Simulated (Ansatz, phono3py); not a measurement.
# Scattering channels in SrO (Fm-3m), one at a time, part 4 of 6

The second- and third-order constants of SrO come from an earlier supercell run; what does phono3py make of them?

Experimental results on record:
- thermal conductivity 12 W/m/K near room temperature (given in “Combining the AFLOW GIBBS and Elastic Libraries to efficiently and robustly screen thermo-mechanical properties of solids”, 2017, arXiv:1611.05714)
- thermal conductivity 12 W/m/K near room temperature (given in “Predicting the lattice thermal conductivity of solids by solving the Boltzmann transport equation: AFLOW - AAPL an automated, accurate and efficient framework”, 2017, arXiv:1611.05481)

Ansatz 0.2.0 and phono3py 4.10.0; DFT LDA, scalar-relativistic, plane waves, PAW; PAW set soft_1 (the session's first sound run).

So far, κ at 300 K (W/m/K): step 3 (relaxation-time solution) 17.4; step 11 (q-mesh of the transport sums 25×25×25) 16.9; step 13 (boundary mean free path 0.1 micrometre) 7.59; step 14 (boundary mean free path 10 micrometre) 15.9; step 15 (q-mesh of the transport sums 19×19×19, solver LBTE) 17.6.

The database entry behind the starting cell differs from later determinations by our own check (about 0.5 % short), so it need not match the best structure at ambient conditions.

**16. Adding coherences, third order supercell 3×3×3, supercell 6×6×6**

Level of this step: DFT LDA, scalar-relativistic, plane waves, PAW; PAW set soft_1; phono3py on Ansatz's force constants (phono3py).

Close branches can carry heat by tunnelling between them, which the particle picture leaves out.

Input file phono3py.yaml:

```yaml
phono3py:
  version: "4.10.0"
  frequency_unit_conversion_factor: 15.633302
  symmetry_tolerance: 1.00000e-05

physical_unit:
  atomic_mass: "AMU"
  length: "angstrom"

space_group:
  type: "Fm-3m"
  number: 225
  Hall_symbol: "-F 4 2 3"

primitive_matrix:
- [  1.000000000000000,  0.000000000000000,  0.000000000000000 ]
- [  0.000000000000000,  1.000000000000000,  0.000000000000000 ]
- [  0.000000000000000,  0.000000000000000,  1.000000000000000 ]

supercell_matrix:
- [   3,   0,   0 ]
- [   0,   3,   0 ]
- [   0,   0,   3 ]

# [primitive_cell block left out]
unit_cell:
  lattice:
  - [     0.000000000000000,     2.532341022000000,     2.532341022000000 ] # a
  - [     2.532341022000000,     0.000000000000000,     2.532341022000000 ] # b
  - [     2.532341022000000,     2.532341022000000,     0.000000000000000 ] # c
  points:
  - symbol: Sr # 1
    coordinates: [  0.500000000000000,  0.500000000000000,  0.500000000000000 ]
    mass: 87.620000
    reduced_to: 1
  - symbol: O # 2
    coordinates: [  0.000000000000000,  0.000000000000000,  0.000000000000000 ]
    mass: 15.999000
    reduced_to: 2

# [supercell block left out]
phonon_supercell_matrix:
- [   6,   0,   0 ]
- [   0,   6,   0 ]
- [   0,   0,   6 ]

# [phonon_primitive_cell block left out]
# [phonon_supercell block left out]
nac:
  born_effective_charge:
  - # 1 (Sr)
    - [  2.473038633522776,  0.000000000000000,  0.000000000000000 ]
    - [  0.000000000000000,  2.473038633522776,  0.000000000000000 ]
    - [  0.000000000000000,  0.000000000000000,  2.473038633522776 ]
  - # 2 (O)
    - [ -2.473038633522776,  0.000000000000000,  0.000000000000000 ]
    - [  0.000000000000000, -2.473038633522776,  0.000000000000000 ]
    - [  0.000000000000000,  0.000000000000000, -2.473038633522776 ]
  dielectric_constant:
    - [  3.864138585864540,  0.000000000000000,  0.000000000000000 ]
    - [  0.000000000000000,  3.864138585864540,  0.000000000000000 ]
    - [  0.000000000000000,  0.000000000000000,  3.864138585864540 ]
  unit_conversion_factor: 14.399645
```

Launch:

```bash
$ phono3py phono3py.yaml --mesh 21 21 21 --br --isotope --tt smm19 --ts 50 100 150 200 300 400 500 600 800 1000
```

The program printed:

```text
[banner, memory and clock lines left out]
Rust backend (phonors) using rayon (8 threads).
Running in phono3py.load mode.
Spglib version 2.8.0
----------------------------- General settings -----------------------------
Run mode: conductivity-RTA
HDF5 data compression filter: gzip
Crystal structure was read from "phono3py.yaml".
Supercell (dim): [3 3 3]
Phonon supercell (dim-fc2): [6 6 6]
Primitive matrix:
  [1. 0. 0.]
  [0. 1. 0.]
  [0. 0. 1.]
Spacegroup: Fm-3m (225)
Use -v option to watch primitive cell, unit cell, and supercell structures.
NAC parameters were read from "phono3py.yaml".
fc3 was read from "fc3.hdf5".
fc2 was read from "fc2.hdf5".
----------------------------- Force constants ------------------------------
Max drift of fc3: 0.00000400 (xxx) 0.00000400 (xxx) 0.00000400 (xxx)
Max drift of fc2: 0.00003000 (xx) 0.00003000 (xx)
--------------------------- Calculation settings ---------------------------
Non-analytical term correction (NAC): True
NAC unit conversion factor:  14.39964
BZ integration: Tetrahedron-method
Temperature:  50.0  100.0  150.0  200.0  300.0 ... 1000.0
Cutoff frequency: 0.01
Mesh sampling: [ 21 21 21 ]
Generating grid system ... [ 21 21 21 ]
fc3-r2q-transformation over three atoms: True
Optional transport type: SMM19
========================== Warning ==========================
 Phonon frequency of band index 1 at Gamma is calculated to be 0.010187.
 But this frequency is forced to be zero.
========================== Warning ==========================
 Phonon frequency of band index 2 at Gamma is calculated to be 0.010187.
 But this frequency is forced to be zero.
========================== Warning ==========================
 Phonon frequency of band index 3 at Gamma is calculated to be 0.010187.
 But this frequency is forced to be zero.
--------------------------- Phonon calculations ----------------------------
  PRB 50, 13035(R) (1994), PRB 55, 10355 (1997)
  G-cutoff distance: 1.30, Number of G-points: 307, Lambda: 0.27
Running harmonic phonon calculations...
-------------------- Lattice thermal conductivity (RTA) --------------------
Running heat capacity calculations...
Running velocity calculations...
Running isotope scattering calculations with tetrahedron method...
======================= Grid point 0 (1/286) =======================
q-point: ( 0.00  0.00  0.00)
Boundary mean free path (millimeter): 1000.000
Mass variance parameters: 6.10e-05 3.36e-05
Number of triplets: 286
Frequency     group velocity (x, y, z)     |gv|
   0.010   (   0.000    0.000    0.000)    0.000
   0.010   (   0.000    0.000    0.000)    0.000
   0.010   (   0.000    0.000    0.000)    0.000
   6.462   (   0.000    0.000    0.000)    0.000
   6.462   (   0.000    0.000    0.000)    0.000
   6.462   (   0.000    0.000    0.000)    0.000
======================= Grid point 1 (2/286) =======================
q-point: ( 0.05  0.00  0.00)
Boundary mean free path (millimeter): 1000.000
Mass variance parameters: 6.10e-05 3.36e-05
Number of triplets: 891
Frequency     group velocity (x, y, z)     |gv|
   0.588   ( -20.497   20.497   20.497)   35.501
   0.588   ( -20.497   20.497   20.497)   35.501
   0.952   ( -33.544   33.544   33.544)   58.099
   6.513   (  -3.563    3.563    3.563)    6.171
   6.513   (  -3.563    3.563    3.563)    6.171
  14.158   (   1.453   -1.453   -1.453)    2.517
[283 grid points left out]
======================= Grid point 2458 (286/286) =======================
q-point: ( 0.71  0.48  0.24)
Boundary mean free path (millimeter): 1000.000
Mass variance parameters: 6.10e-05 3.36e-05
Number of triplets: 2431
Frequency     group velocity (x, y, z)     |gv|
   4.489   (   0.000    0.268    9.591)    9.595
   5.051   (  -0.000   16.273    1.917)   16.386
   5.253   (   0.000  -13.617   -8.946)   16.293
   8.435   (  -0.000   16.306    0.977)   16.335
   8.568   (   0.000  -14.128    3.970)   14.676
   9.860   (  -0.000    3.765  -14.002)   14.500
=================== End of collection of collisions ===================
----------- Thermal conductivity (W/m-k) with tetrahedron method -----------
#          T(K)        xx         yy         zz         yz         xz         xy
K_intra    50.0     302.169    302.169    302.169      0.000      0.000     -0.000
K_intra   100.0      74.408     74.408     74.408      0.000      0.000     -0.000
K_intra   150.0      40.226     40.226     40.226      0.000      0.000     -0.000
K_intra   200.0      27.758     27.758     27.758      0.000      0.000     -0.000
K_intra   300.0      17.390     17.390     17.390      0.000      0.000     -0.000
K_intra   400.0      12.759     12.759     12.759      0.000      0.000     -0.000
K_intra   500.0      10.105     10.105     10.105      0.000      0.000     -0.000
K_intra   600.0       8.375      8.375      8.375      0.000      0.000     -0.000
K_intra   800.0       6.248      6.248      6.248      0.000      0.000     -0.000
K_intra  1000.0       4.987      4.987      4.987      0.000      0.000     -0.000

K_inter    50.0       0.212      0.212      0.212      0.000      0.000     -0.000
K_inter   100.0       0.080      0.080      0.080      0.000      0.000     -0.000
K_inter   150.0       0.089      0.089      0.089      0.000      0.000     -0.000
K_inter   200.0       0.102      0.102      0.102      0.000      0.000     -0.000
K_inter   300.0       0.127      0.127      0.127      0.000      0.000     -0.000
K_inter   400.0       0.147      0.147      0.147      0.000      0.000     -0.000
K_inter   500.0       0.165      0.165      0.165      0.000      0.000     -0.000
K_inter   600.0       0.180      0.180      0.180      0.000     -0.000     -0.000
K_inter   800.0       0.205      0.205      0.205      0.000     -0.000     -0.000
K_inter  1000.0       0.225      0.225      0.225      0.000     -0.000     -0.000

K_TOT      50.0     302.380    302.380    302.380      0.000      0.000     -0.000
K_TOT     100.0      74.489     74.489     74.489      0.000      0.000     -0.000
K_TOT     150.0      40.315     40.315     40.315      0.000      0.000     -0.000
K_TOT     200.0      27.861     27.861     27.861      0.000      0.000     -0.000
K_TOT     300.0      17.516     17.516     17.516      0.000      0.000     -0.000
K_TOT     400.0      12.906     12.906     12.906      0.000      0.000     -0.000
K_TOT     500.0      10.269     10.269     10.269      0.000      0.000     -0.000
K_TOT     600.0       8.555      8.555      8.555      0.000      0.000     -0.000
K_TOT     800.0       6.453      6.453      6.453      0.000      0.000     -0.000
K_TOT    1000.0       5.212      5.212      5.212      0.000      0.000     -0.000

Thermal conductivity related properties were written into
"kappa-m212121.hdf5".
Summary of calculation was written in "phono3py.yaml".
```

The job ended after 64 s (8 threads of AMD EPYC 7R43, shared host; peak memory 0.13 GiB).

This step gave:

- κ at 300 K: 17.52 W/m/K
- κ xx, yy, zz at 300 K: 17.52, 17.52, 17.52 W/m/K

W/m/K. Kappa, by row:

```csv
T (K),xx,yy,zz,yz,xz,xy,intra mean,inter mean
50,302.4,302.4,302.4,0,0,0,302.2,0.2115
100,74.49,74.49,74.49,0,0,0,74.41,0.08048
150,40.32,40.32,40.32,0,0,0,40.23,0.08912
200,27.86,27.86,27.86,0,0,0,27.76,0.1025
300,17.52,17.52,17.52,0,0,0,17.39,0.1267
400,12.91,12.91,12.91,0,0,0,12.76,0.1471
500,10.27,10.27,10.27,0,0,0,10.1,0.1646
600,8.555,8.555,8.555,0,0,0,8.375,0.1798
800,6.453,6.453,6.453,0,0,0,6.248,0.2051
1000,5.212,5.212,5.212,0,0,0,4.987,0.2252
```

κ at 300 K goes from 17.4 in the base run to 17.5 W/(m K).

**17. Gaussian smearing, third order supercell 3×3×3, supercell 6×6×6**

A Gaussian replaces the tetrahedron method for energy conservation; its width must match the mesh.

phono3py.yaml is that of step 16.

Launch:

```bash
$ phono3py phono3py.yaml --mesh 21 21 21 --br --isotope --sigma 0.01 --ts 100 300 600
```

The program printed:

```text
[banner, memory and clock lines left out]
Rust backend (phonors) using rayon (8 threads).
Running in phono3py.load mode.
Spglib version 2.8.0
----------------------------- General settings -----------------------------
Run mode: conductivity-RTA
HDF5 data compression filter: gzip
Crystal structure was read from "phono3py.yaml".
Supercell (dim): [3 3 3]
Phonon supercell (dim-fc2): [6 6 6]
Primitive matrix:
  [1. 0. 0.]
  [0. 1. 0.]
  [0. 0. 1.]
Spacegroup: Fm-3m (225)
Use -v option to watch primitive cell, unit cell, and supercell structures.
NAC parameters were read from "phono3py.yaml".
fc3 was read from "fc3.hdf5".
fc2 was read from "fc2.hdf5".
----------------------------- Force constants ------------------------------
Max drift of fc3: 0.00000400 (xxx) 0.00000400 (xxx) 0.00000400 (xxx)
Max drift of fc2: 0.00003000 (xx) 0.00003000 (xx)
--------------------------- Calculation settings ---------------------------
Non-analytical term correction (NAC): True
NAC unit conversion factor:  14.39964
BZ integration: Smearing=0.01
Temperature:  100.0  300.0  600.0
Cutoff frequency: 0.01
Mesh sampling: [ 21 21 21 ]
Generating grid system ... [ 21 21 21 ]
fc3-r2q-transformation over three atoms: True
========================== Warning ==========================
 Phonon frequency of band index 1 at Gamma is calculated to be 0.010187.
 But this frequency is forced to be zero.
========================== Warning ==========================
 Phonon frequency of band index 2 at Gamma is calculated to be 0.010187.
 But this frequency is forced to be zero.
========================== Warning ==========================
 Phonon frequency of band index 3 at Gamma is calculated to be 0.010187.
 But this frequency is forced to be zero.
--------------------------- Phonon calculations ----------------------------
  PRB 50, 13035(R) (1994), PRB 55, 10355 (1997)
  G-cutoff distance: 1.30, Number of G-points: 307, Lambda: 0.27
Running harmonic phonon calculations...
-------------------- Lattice thermal conductivity (RTA) --------------------
Running heat capacity calculations...
Running velocity calculations...
Running isotope scattering calculations sigma=0.01...
======================= Grid point 0 (1/286) =======================
q-point: ( 0.00  0.00  0.00)
Boundary mean free path (millimeter): 1000.000
Mass variance parameters: 6.10e-05 3.36e-05
Number of triplets: 286
Frequency     group velocity (x, y, z)     |gv|
   0.010   (   0.000    0.000    0.000)    0.000
   0.010   (   0.000    0.000    0.000)    0.000
   0.010   (   0.000    0.000    0.000)    0.000
   6.462   (   0.000    0.000    0.000)    0.000
   6.462   (   0.000    0.000    0.000)    0.000
   6.462   (   0.000    0.000    0.000)    0.000
======================= Grid point 1 (2/286) =======================
q-point: ( 0.05  0.00  0.00)
Boundary mean free path (millimeter): 1000.000
Mass variance parameters: 6.10e-05 3.36e-05
Number of triplets: 891
Frequency     group velocity (x, y, z)     |gv|
   0.588   ( -20.497   20.497   20.497)   35.501
   0.588   ( -20.497   20.497   20.497)   35.501
   0.952   ( -33.544   33.544   33.544)   58.099
   6.513   (  -3.563    3.563    3.563)    6.171
   6.513   (  -3.563    3.563    3.563)    6.171
  14.158   (   1.453   -1.453   -1.453)    2.517
[283 grid points left out]
======================= Grid point 2458 (286/286) =======================
q-point: ( 0.71  0.48  0.24)
Boundary mean free path (millimeter): 1000.000
Mass variance parameters: 6.10e-05 3.36e-05
Number of triplets: 2431
Frequency     group velocity (x, y, z)     |gv|
   4.489   (   0.000    0.268    9.591)    9.595
   5.051   (  -0.000   16.273    1.917)   16.386
   5.253   (   0.000  -13.617   -8.946)   16.293
   8.435   (  -0.000   16.306    0.977)   16.335
   8.568   (   0.000  -14.128    3.970)   14.676
   9.860   (  -0.000    3.765  -14.002)   14.500
=================== End of collection of collisions ===================
----------- Thermal conductivity (W/m-k) for sigma=0.01 -----------
#  T(K)        xx         yy         zz         yz         xz         xy
  100.0      81.276     81.276     81.276     -0.000     -0.000     -0.000
  300.0      18.692     18.692     18.692     -0.000     -0.000     -0.000
  600.0       8.984      8.984      8.984     -0.000     -0.000     -0.000

Thermal conductivity related properties and sigma 0.01
were written into "kappa-m212121-s0.01.hdf5".
Summary of calculation was written in "phono3py.yaml".
```

Elapsed: 56 s, on 8 threads; peak memory 0.13 GiB; 6.4 min of CPU time.

This step gave:

- κ at 300 K: 18.69 W/m/K
- κ xx, yy, zz at 300 K: 18.69, 18.69, 18.69 W/m/K

W/m/K. Kappa, by row:

```
T (K)     xx     yy     zz  yz  xz  xy
  100  81.28  81.28  81.28   0   0   0
  300  18.69  18.69  18.69   0   0   0
  600  8.984  8.984  8.984   0   0   0
```

With a width of 0.01 THz κ at 300 K is 18.7 W/(m K), +7.5 % from the tetrahedron value.

Between step 3 and this run (delta function Gaussian and sigma 0.01 THz) the value for the κ at 300 K moves from 17.4 W/m/K to 18.7 W/m/K (+7 %).

**18. Gaussian smearing, third order supercell 3×3×3, supercell 6×6×6 (run 2)**

A Gaussian replaces the tetrahedron method for energy conservation; its width must match the mesh.

phono3py.yaml is that of step 17.

Launch:

```bash
$ phono3py phono3py.yaml --mesh 21 21 21 --br --isotope --sigma 0.1 --ts 100 300 600
```

The program printed:

```text
[banner, memory and clock lines left out]
Rust backend (phonors) using rayon (8 threads).
Running in phono3py.load mode.
Spglib version 2.8.0
----------------------------- General settings -----------------------------
Run mode: conductivity-RTA
HDF5 data compression filter: gzip
Crystal structure was read from "phono3py.yaml".
Supercell (dim): [3 3 3]
Phonon supercell (dim-fc2): [6 6 6]
Primitive matrix:
  [1. 0. 0.]
  [0. 1. 0.]
  [0. 0. 1.]
Spacegroup: Fm-3m (225)
Use -v option to watch primitive cell, unit cell, and supercell structures.
[...]
8.568   (   0.000  -14.128    3.970)   14.676
   9.860   (  -0.000    3.765  -14.002)   14.500
=================== End of collection of collisions ===================
----------- Thermal conductivity (W/m-k) for sigma=0.1 -----------
#  T(K)        xx         yy         zz         yz         xz         xy
  100.0      71.165     71.165     71.165     -0.000     -0.000     -0.000
  300.0      16.752     16.752     16.752     -0.000     -0.000     -0.000
  600.0       8.075      8.075      8.075     -0.000     -0.000     -0.000

Thermal conductivity related properties and sigma 0.1
were written into "kappa-m212121-s0.1.hdf5".
Summary of calculation was written in "phono3py.yaml".
```

It took 56 s on 8 threads; peak memory 0.14 GiB.

Numbers from this step:

| Property | Result |
| --- | --- |
| κ at 300 K | 16.75 W/m/K |
| κ xx, yy, zz at 300 K | 16.75, 16.75, 16.75 W/m/K |

With a width of 0.1 THz κ at 300 K is 16.8 W/(m K), -3.7 % from the tetrahedron value.

For the κ at 300 K, step 17 gave 18.7 W/m/K; this run, with sigma 0.1 THz, gives 16.8 W/m/K (-10 %).

[end of part 4 of 6]

[Logs are printed without paths, hosts, clocks, repeated set-up lines and the standing remarks that a program may print on its own settings, such as how far it seeks lower states.]

[Hosts, paths, dates, database ids (printed as entryN), source tags and the programs' standing remarks are cut or masked in the printed files.]

[A step with changed settings may run another functional than the one named; its input shows which.]
